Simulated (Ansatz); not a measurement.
# Band gap of SiC (P6_3mc) from density functionals to GW

Wanted: a ladder of band gaps for SiC (P6_3mc), from density functionals to G0W0.

Calculated with Ansatz 0.2.0; density functionals, hybrids and G0W0, plane waves, PAW.

This is a report of a sequence of runs, with most program output left out.

In doubt: masses and optical values from hybrid runs of this build are listed as unsure (steps 7, 8), which bears on the screening that GW takes from such a start.

## Step 1: The starting structure

Symmetry: P6_3mc, No. 186, hexagonal system. The conventional cell has a = 3.079 Å, b = 3.079 Å, c = 20.146 Å, α = 90.00°, β = 90.00°, γ = 120.00°. Nearest to Si lie 4 C at 1.88 to 1.89 Å. Si has 4 C at 1.88 to 1.89 Å nearest. Nearest to C lie 4 Si at 1.88 to 1.89 Å. Nearest to C lie 4 Si at 1.88 to 1.89 Å. Farther neighbours are not listed.

The cell and positions come from the Crystallography Open Database and are kept as given unless a step says otherwise. The default PAW set here is soft_2. Its files were made with PBE.

## Step 2: LDA on the 12×12×2 mesh

This step: DFT, LDA, plane waves, PAW.

File input.yaml:

```yaml
crystal:
  lattice:
    - [3.079, 0.0, 0.0]
    - [-1.5395, 2.6664922183, 0.0]
    - [0.0, 0.0, 20.146]
  atoms:
    - { symbol: Si, position: [0.3333333333, 0.6666666667, 0.25] }
    - { symbol: Si, position: [0.6666666667, 0.3333333333, 0.75] }
    - { symbol: Si, position: [0.3333333333, 0.6666666667, 0.625] }
    - { symbol: Si, position: [0.6666666667, 0.3333333333, 0.125] }
    - { symbol: Si, position: [0.0, 0.0, 0.0] }
    - { symbol: Si, position: [0.0, 0.0, 0.5] }
    - { symbol: Si, position: [0.3333333333, 0.6666666667, 0.875] }
    - { symbol: Si, position: [0.6666666667, 0.3333333333, 0.375] }
    - { symbol: C, position: [0.3333333333, 0.6666666667, 0.969] }
    - { symbol: C, position: [0.6666666667, 0.3333333333, 0.469] }
    - { symbol: C, position: [0.0, 0.0, 0.094] }
    - { symbol: C, position: [0.0, 0.0, 0.594] }
    - { symbol: C, position: [0.3333333333, 0.6666666667, 0.344] }
    - { symbol: C, position: [0.6666666667, 0.3333333333, 0.844] }
    - { symbol: C, position: [0.3333333333, 0.6666666667, 0.719] }
    - { symbol: C, position: [0.6666666667, 0.3333333333, 0.219] }
kpoints:
  mp_grid: { grid: [12, 12, 2] }
  band_path:
    path:
      - [0.0, 0.0, 0.0]
      - [0.5, 0.0, 0.0]
      - [0.33333333, 0.33333333, 0.0]
      - [0.0, 0.0, 0.5]
      - [0.5, 0.0, 0.5]
      - [0.33333333, 0.33333333, 0.5]
    npoints: 1
hamiltonian:
  xc: lda
scf:
  occupations: { method: fixed }
  n_extra_bands: 9
output:
  eigenvalues: true
  write_density: true
  write_potential: true
  elf: true
  volumetric_format: npy
```

Command:

```sh
> ansatz run input.yaml --threads 3 --pin off --max-ram 92160MiB --backend cuda --events-out ev --progress --plain --runs-dir out --devices 1 --max-vram 13GiB  # rebuilt from the run's record
```

The job ended after 4.4 s (1 × NVIDIA H100 80GB HBM3 (shared by 6 runs) with 3 threads of AMD EPYC 7R13 (Zen 3), shared host; peak memory 0.96 GiB; 4.3 s of CPU time).

Numbers from this step:

* gap: 1.736 eV
* valence top at: Γ
* conduction bottom at: M
* least direct gap: 2.831 eV

Over mesh and listed points the gap is 1.736 eV, from k = Γ to k = (0.500, 0.000, 0.000). The least direct gap found is 2.831 eV, at k = (0.500, 0.000, 0.000).

## Step 3: r2SCAN on the 12×12×2 mesh

Levels along a band path and on the mesh show where this functional puts the band edges.

This step: DFT, r2SCAN, plane waves, PAW.

input.yaml: that of step 2 with these lines changed.

```diff
@@ -26,13 +26,10 @@
     path:
-      - [0.0, 0.0, 0.0]
-      - [0.5, 0.0, 0.0]
-      - [0.33333333, 0.33333333, 0.0]
-      - [0.0, 0.0, 0.5]
-      - [0.5, 0.0, 0.5]
-      - [0.33333333, 0.33333333, 0.5]
-    npoints: 1
+      - [[0.0, 0.0, 0.0], [0.5, 0.0, 0.0], [0.33333333, 0.33333333, 0.0], [0.0, 0.0, 0.0], [0.0, 0.0, 0.5], [0.5, 0.0, 0.5], [0.33333333, 0.33333333, 0.5], [0.0, 0.0, 0.5]]
+      - [[0.5, 0.0, 0.5], [0.5, 0.0, 0.0]]
+      - [[0.33333333, 0.33333333, 0.5], [0.33333333, 0.33333333, 0.0]]
+    npoints: 10
 hamiltonian:
-  xc: lda
+  xc: r2scan
 scf:
-  occupations: { method: fixed }
+  occupations: { method: fermi_dirac, width: 0.02 }
   n_extra_bands: 9
```

Run time: 17 s. Hardware: 1 × NVIDIA H100 80GB HBM3 (shared by 6 runs) with 3 threads; peak memory 1.2 GiB; 23 s of CPU time.

Numbers from this step:

```yaml
filled_bands: 32
gap: 2.139 eV
valence_top_at: Γ
conduction_bottom_at: M
least_direct_gap: 3.287 eV
```

Over mesh and path the gap is 2.139 eV, from k = Γ to k = (0.500, 0.000, 0.000). The least direct gap found is 3.287 eV, at k = (0.500, 0.000, 0.000). r2SCAN against LDA: 2.139 − 1.736 = +0.403 eV. The runs also differ in plane-wave cutoff (420 eV and 500 eV), so how much of this comes from the functional alone is not known.

## Step 4: HSE06 on the 6×6×2 mesh

HSE06 mixes in a quarter of exact exchange at short range.

This step: DFT, HSE06, plane waves, PAW.

input.yaml: that of step 3 with these lines changed.

```diff
@@ -23,13 +23,16 @@
 kpoints:
-  mp_grid: { grid: [12, 12, 2] }
+  mp_grid: { grid: [6, 6, 2] }
   band_path:
     path:
-      - [[0.0, 0.0, 0.0], [0.5, 0.0, 0.0], [0.33333333, 0.33333333, 0.0], [0.0, 0.0, 0.0], [0.0, 0.0, 0.5], [0.5, 0.0, 0.5], [0.33333333, 0.33333333, 0.5], [0.0, 0.0, 0.5]]
-      - [[0.5, 0.0, 0.5], [0.5, 0.0, 0.0]]
-      - [[0.33333333, 0.33333333, 0.5], [0.33333333, 0.33333333, 0.0]]
-    npoints: 10
+      - [0.0, 0.0, 0.0]
+      - [0.5, 0.0, 0.0]
+      - [0.33333333, 0.33333333, 0.0]
+      - [0.0, 0.0, 0.5]
+      - [0.5, 0.0, 0.5]
+      - [0.33333333, 0.33333333, 0.5]
+    npoints: 1
 hamiltonian:
-  xc: r2scan
+  xc: hse06
 scf:
-  occupations: { method: fermi_dirac, width: 0.02 }
+  occupations: { method: fixed }
   n_extra_bands: 9
@@ -37,5 +40 @@
   eigenvalues: true
-  write_density: true
-  write_potential: true
-  elf: true
-  volumetric_format: npy
```

Elapsed: 39 s, on 1 × NVIDIA H100 80GB HBM3 (shared by 6 runs) with 3 threads; peak memory 1.7 GiB; 81 s of CPU time.

This step gave:

* gap: 2.658 eV
* valence top at: Γ
* conduction bottom at: M
* least direct gap: 3.865 eV
* exact-exchange fraction: 0.25

Over mesh and listed points the gap is 2.658 eV, from k = Γ to k = (0.500, 0.000, 0.000). The least direct gap found is 3.865 eV, at k = (0.500, 0.000, 0.000). HSE06 against LDA: 2.658 − 1.736 = +0.922 eV. The runs also differ in mesh (12×12×2 and 6×6×2), so how much of this comes from the functional alone is not known.

## Step 5: PBE0 on the 6×6×2 mesh

PBE0 mixes in a quarter of exact exchange at all distances.

This step: DFT, PBE0, plane waves, PAW.

input.yaml: that of step 4 with these lines changed.

```diff
@@ -34,3 +34,3 @@
 hamiltonian:
-  xc: hse06
+  xc: pbe0
 scf:
@@ -40 +40,5 @@
   eigenvalues: true
+  write_density: true
+  write_potential: true
+  elf: true
+  volumetric_format: npy
```

It took 45 s on 1 × NVIDIA H100 80GB HBM3 (shared by 6 runs) with 3 threads; peak memory 1.7 GiB.

This step gave:

```
gap                     : 3.379 eV
valence top at          : Γ
conduction bottom at    : M
least direct gap        : 4.594 eV
exact-exchange fraction : 0.25
```

Over mesh and listed points the gap is 3.379 eV, from k = Γ to k = (0.500, 0.000, 0.000). The least direct gap found is 4.594 eV, at k = (0.500, 0.000, 0.000). PBE0 against HSE06: 3.379 − 2.658 = +0.721 eV, with the same mesh, files and cutoff, and both edges at the same k points.

## Step 6: G0W0@r2SCAN, 6×6×2 mesh, 907 empty bands, screening to 180 eV

G0W0 replaces the xc potential by a self-energy built once from the orbitals of the start. Levels are corrected in the window of bands that the input names, at points of the mesh.

This step: G0W0 on r2SCAN, plane waves, PAW.

input.yaml: that of step 5 with these lines changed.

```diff
@@ -24,21 +24,11 @@
   mp_grid: { grid: [6, 6, 2] }
-  band_path:
-    path:
-      - [0.0, 0.0, 0.0]
-      - [0.5, 0.0, 0.0]
-      - [0.33333333, 0.33333333, 0.0]
-      - [0.0, 0.0, 0.5]
-      - [0.5, 0.0, 0.5]
-      - [0.33333333, 0.33333333, 0.5]
-    npoints: 1
 hamiltonian:
-  xc: pbe0
+  xc: r2scan
 scf:
   occupations: { method: fixed }
-  n_extra_bands: 9
-output:
-  eigenvalues: true
-  write_density: true
-  write_potential: true
-  elf: true
-  volumetric_format: npy
+gw:
+  n_empty_bands: 907
+  ecut_chi: 180.0
+  qp_bands: [v4, c4]
+  qp_kpoints: band_edges
+  screening: { model: contour_deformation }
```

Elapsed: 2.9 min, on 1 × NVIDIA H100 80GB HBM3 (shared by 6 runs) with 3 threads; peak memory 4.2 GiB.

This step gave:

- bands summed: 939
- RPA ε∞ on this mesh (eigenvalues): 6.158, 6.313, 6.313
- plane waves in the screening matrix: 927
- G0W0 gap over the corrected points: 2.814 eV
- k of the valence top: 0, 0, 0
- k of the conduction bottom: 0, -0.5, 0
- starting gap on the mesh: 2.136 eV
- Z at the valence top: 0.8011
- Z at the conduction bottom: 0.8266
- least direct G0W0 gap over the corrected points: 4.019 eV

Over 10 of 14 irreducible mesh points the G0W0 gap is 2.814 eV, from k = Γ to k = (0.000, -0.500, 0.000). The r2SCAN gap of this run on the mesh is 2.136 eV. The two states that bound the G0W0 gap lie that far apart at the start, so the correction of the gap is 2.814 − 2.136 = +0.678 eV.

## Step 7: G0W0@HSE06, 6×6×2 mesh, 907 empty bands, screening to 180 eV

This step: G0W0 on HSE06, plane waves, PAW.

input.yaml: that of step 6 with these lines changed.

```diff
@@ -25,3 +25,3 @@
 hamiltonian:
-  xc: r2scan
+  xc: hse06
 scf:
```

Elapsed: 3.5 min, on 1 × NVIDIA H100 80GB HBM3 (shared by 6 runs) with 3 threads; peak memory 4.2 GiB.

This step gave:

```
bands summed                                    : 939
RPA ε∞ on this mesh (eigenvalues)               : 5.627, 5.745, 5.745
plane waves in the screening matrix             : 927
G0W0 gap over the corrected points              : 3.028 eV
k of the valence top                            : 0, 0, 0
k of the conduction bottom                      : 0, -0.5, 0
starting gap on the mesh                        : 2.658 eV
Z at the valence top                            : 0.8122
Z at the conduction bottom                      : 0.8361
least direct G0W0 gap over the corrected points : 4.246 eV
```

Over 10 of 14 irreducible mesh points the G0W0 gap is 3.028 eV, from k = Γ to k = (0.000, -0.500, 0.000). The HSE06 gap of this run on the mesh is 2.658 eV. The two states that bound the G0W0 gap lie that far apart at the start, so the correction of the gap is 3.028 − 2.658 = +0.370 eV. G0W0@HSE06 against G0W0@r2SCAN with 939 bands: 3.028 − 2.814 = +0.214 eV. The runs also differ in plane-wave cutoff (500 eV and 420 eV), so how much of this comes from the start alone is not known.

## Step 8: G0W0@PBE0, 6×6×2 mesh, 907 empty bands, screening to 180 eV

This step: G0W0 on PBE0, plane waves, PAW.

input.yaml: that of step 7 with these lines changed.

```diff
@@ -25,3 +25,3 @@
 hamiltonian:
-  xc: hse06
+  xc: pbe0
 scf:
```

Run time: 3.7 min. Hardware: 1 × NVIDIA H100 80GB HBM3 (shared by 6 runs) with 3 threads; peak memory 4.1 GiB; 5.2 min of CPU time.

This step gave:

```yaml
bands_summed: 939
rpa_eps_infinity_on_this_mesh_eigenvalues: 5.234, 5.323, 5.323
plane_waves_in_the_screening_matrix: 927
g0w0_gap_over_the_corrected_points: 3.193 eV
k_of_the_valence_top: 0, 0, 0
k_of_the_conduction_bottom: 0, -0.5, 0
starting_gap_on_the_mesh: 3.379 eV
z_at_the_valence_top: 0.8210
z_at_the_conduction_bottom: 0.8440
least_direct_g0w0_gap_over_the_corrected_points: 4.423 eV
```

Over 10 of 14 irreducible mesh points the G0W0 gap is 3.193 eV, from k = Γ to k = (0.000, -0.500, 0.000). The PBE0 gap of this run on the mesh is 3.379 eV. The two states that bound the G0W0 gap lie that far apart at the start, so the correction of the gap is 3.193 − 3.379 = −0.186 eV. G0W0@PBE0 against G0W0@HSE06 with 939 bands: 3.193 − 3.028 = +0.165 eV, with the same mesh, files and cutoffs, and both edges at the same k points. The program's warnings for this run: coarse exchange mesh.

## Step 9: Gap and time by level

Each gap is the least one over the points named; times are wall times on shared hosts, not benchmarks. A G0W0 time includes the run's own self-consistent start. Runs with listed points see these and the mesh alone, so an edge that moves elsewhere is missed. Rows marked * are further runs, not shown as steps, whose inputs differ from the G0W0 step on the same start in the columns given; solver thresholds can differ too. Symmetry makes (0.500, 0.000, 0.000) and (0.000, -0.500, 0.000) one point.

| level | mesh | files, cutoff | bands summed, screening | points | gap (eV) | valence top | conduction bottom | least direct gap (eV) | time |
| --- | --- | --- | --- | --- | --- | --- | --- | --- | --- |
| LDA | 12×12×2 | soft_2 PAW, 420 eV | - | mesh and listed points | 1.736 | Γ | (0.500, 0.000, 0.000) | 2.831 | 4.4 s |
| r2SCAN | 12×12×2 | soft_2 PAW, 500 eV | - | mesh and path | 2.139 | Γ | (0.500, 0.000, 0.000) | 3.287 | 17 s |
| HSE06 | 6×6×2 | soft_2 PAW, 420 eV | - | mesh and listed points | 2.658 | Γ | (0.500, 0.000, 0.000) | 3.865 | 39 s |
| PBE0 | 6×6×2 | soft_2 PAW, 420 eV | - | mesh and listed points | 3.379 | Γ | (0.500, 0.000, 0.000) | 4.594 | 45 s |
| G0W0@r2SCAN* | 6×6×2 | soft_2 PAW, 500 eV | 181, 54 eV | 10 of 14 irreducible mesh points | 2.409 | Γ | (0.000, -0.500, 0.000) | 3.680 | 39 s |
| G0W0@r2SCAN* | 6×6×2 | soft_2 PAW, 500 eV | 453, 108 eV | 10 of 14 irreducible mesh points | 2.668 | Γ | (0.000, -0.500, 0.000) | 3.894 | 57 s |
| G0W0@r2SCAN | 6×6×2 | soft_2 PAW, 500 eV | 939, 180 eV | 10 of 14 irreducible mesh points | 2.814 | Γ | (0.000, -0.500, 0.000) | 4.019 | 2.9 min |
| G0W0@r2SCAN* | 6×6×1 | soft_2 PAW, 500 eV | 453, 108 eV | 5 of 7 irreducible mesh points | 2.671 | Γ | (0.000, -0.500, 0.000) | 3.894 | 22 s |
| G0W0@HSE06 | 6×6×2 | soft_2 PAW, 420 eV | 939, 180 eV | 10 of 14 irreducible mesh points | 3.028 | Γ | (0.000, -0.500, 0.000) | 4.246 | 3.5 min |
| G0W0@PBE0 | 6×6×2 | soft_2 PAW, 420 eV | 939, 180 eV | 10 of 14 irreducible mesh points | 3.193 | Γ | (0.000, -0.500, 0.000) | 4.423 | 3.7 min |

## Step 10: Results

| Property | Result |
| --- | --- |
| LDA, over mesh and listed points | 1.736 eV |
| r2SCAN, over mesh and path | 2.139 eV |
| HSE06, over mesh and listed points | 2.658 eV |
| PBE0, over mesh and listed points | 3.379 eV |
| G0W0@r2SCAN (939 bands, 6×6×2), over 10 of 14 irreducible mesh points | 2.814 eV |
| G0W0@HSE06, over 10 of 14 irreducible mesh points | 3.028 eV |
| G0W0@PBE0, over 10 of 14 irreducible mesh points | 3.193 eV |
| known limits | finite bands, screening cutoff and k mesh; no spin-orbit coupling in G0W0 |

**Reading.** The rows run from 1.736 eV (LDA) to 3.379 eV (PBE0). They differ in mesh, plane-wave cutoff, bands and screening cutoff of G0W0 and the points over which the gap was sought as well as in level, so only pairs that share these are like for like. PBE0 against HSE06: 3.379 − 2.658 = +0.721 eV, with the same mesh, files and cutoff, and both edges at the same k points. G0W0@PBE0 against G0W0@HSE06 with 939 bands: 3.193 − 3.028 = +0.165 eV, with the same mesh, files and cutoffs, and both edges at the same k points. G0W0@r2SCAN (939 bands, 6×6×2) moves the gap of its own start on the mesh by 2.814 − 2.136 = +0.678 eV, between the same two levels. Both edges that r2SCAN shows over mesh and path lie at k points where levels were corrected. Levels at other points were not corrected, so a lower G0W0 gap elsewhere in the zone is not ruled out. G0W0@HSE06 moves the gap of its own start on the mesh by 3.028 − 2.658 = +0.370 eV, between the same two levels. Both edges that HSE06 shows over mesh and listed points lie at k points where levels were corrected. Levels at other points were not corrected, so a lower G0W0 gap elsewhere in the zone is not ruled out. G0W0@PBE0 moves the gap of its own start on the mesh by 3.193 − 3.379 = −0.186 eV, between the same two levels. Both edges that PBE0 shows over mesh and listed points lie at k points where levels were corrected. Levels at other points were not corrected, so a lower G0W0 gap elsewhere in the zone is not ruled out. For G0W0@r2SCAN: from 181 bands and 54 eV to 939 bands and 180 eV the gap moves by 2.814 − 2.409 = +0.405 eV (rung by rung 2.409, 2.668, 2.814 eV); bands and screening cutoff rise together, so their parts are not told apart. A line in one over the bands through the two highest rungs gives 2.814 + (2.814 − 2.668) × 453 / (939 − 453) = 2.950 eV, and through the pair below 2.668 + (2.668 − 2.409) × 181 / (453 − 181) = 2.840 eV. The two differ by 0.110 eV, not under the 0.030 eV asked, so the law does not hold well over these rungs and the limit is not known. The other G0W0 rows are shown at one basis each (939 bands), so their distance from the limit is not known here. With the 6×6×1 mesh in place of the 6×6×2 mesh and all else as in the G0W0@r2SCAN row with 453 bands, the gap differs by 2.671 − 2.668 = +0.003 eV, and that of the start by 2.136 − 2.136 = +0.000 eV. For G0W0@PBE0: the program's warnings for this run: coarse exchange mesh. The G0W0 runs are scalar-relativistic. G0W0@r2SCAN runs of this series with other atomic data on the same mesh, not shown as steps, give 2.871 eV (hard PAW, 820 eV, 1376 bands, screening to 234 eV); where bands and cutoffs differ too, the part of the files is not isolated.

[Paths, hosts, dates, memory and timing lines, banners, echoed tables and standing remarks are left out of the program output.]

[Logs are printed without paths, hosts, clocks, repeated set-up lines and the standing remarks that a program may print on its own settings, such as how far it seeks lower states.]

[Runs of the session that timed out or met a known fault of the program may be left out.]

[Cells called generated may have been cut or substituted from an entry of the Crystallography Open Database or the Materials Project.]

[Hosts, paths, dates, database ids (printed as entryN), source tags and the programs' standing remarks are cut or masked in the printed files.]

[Where an RPA ε∞ is given, it is that of the G0W0 mesh and is not shown converged in it. Names of k-points follow the symmetry that the program found, which can be lower than the space group named. Band edges on a path are those of the sampled points; other points can move an edge, and change direct to indirect where valleys lie close.]

[Hybrid gaps are those of their k-mesh and are not shown converged in it.]
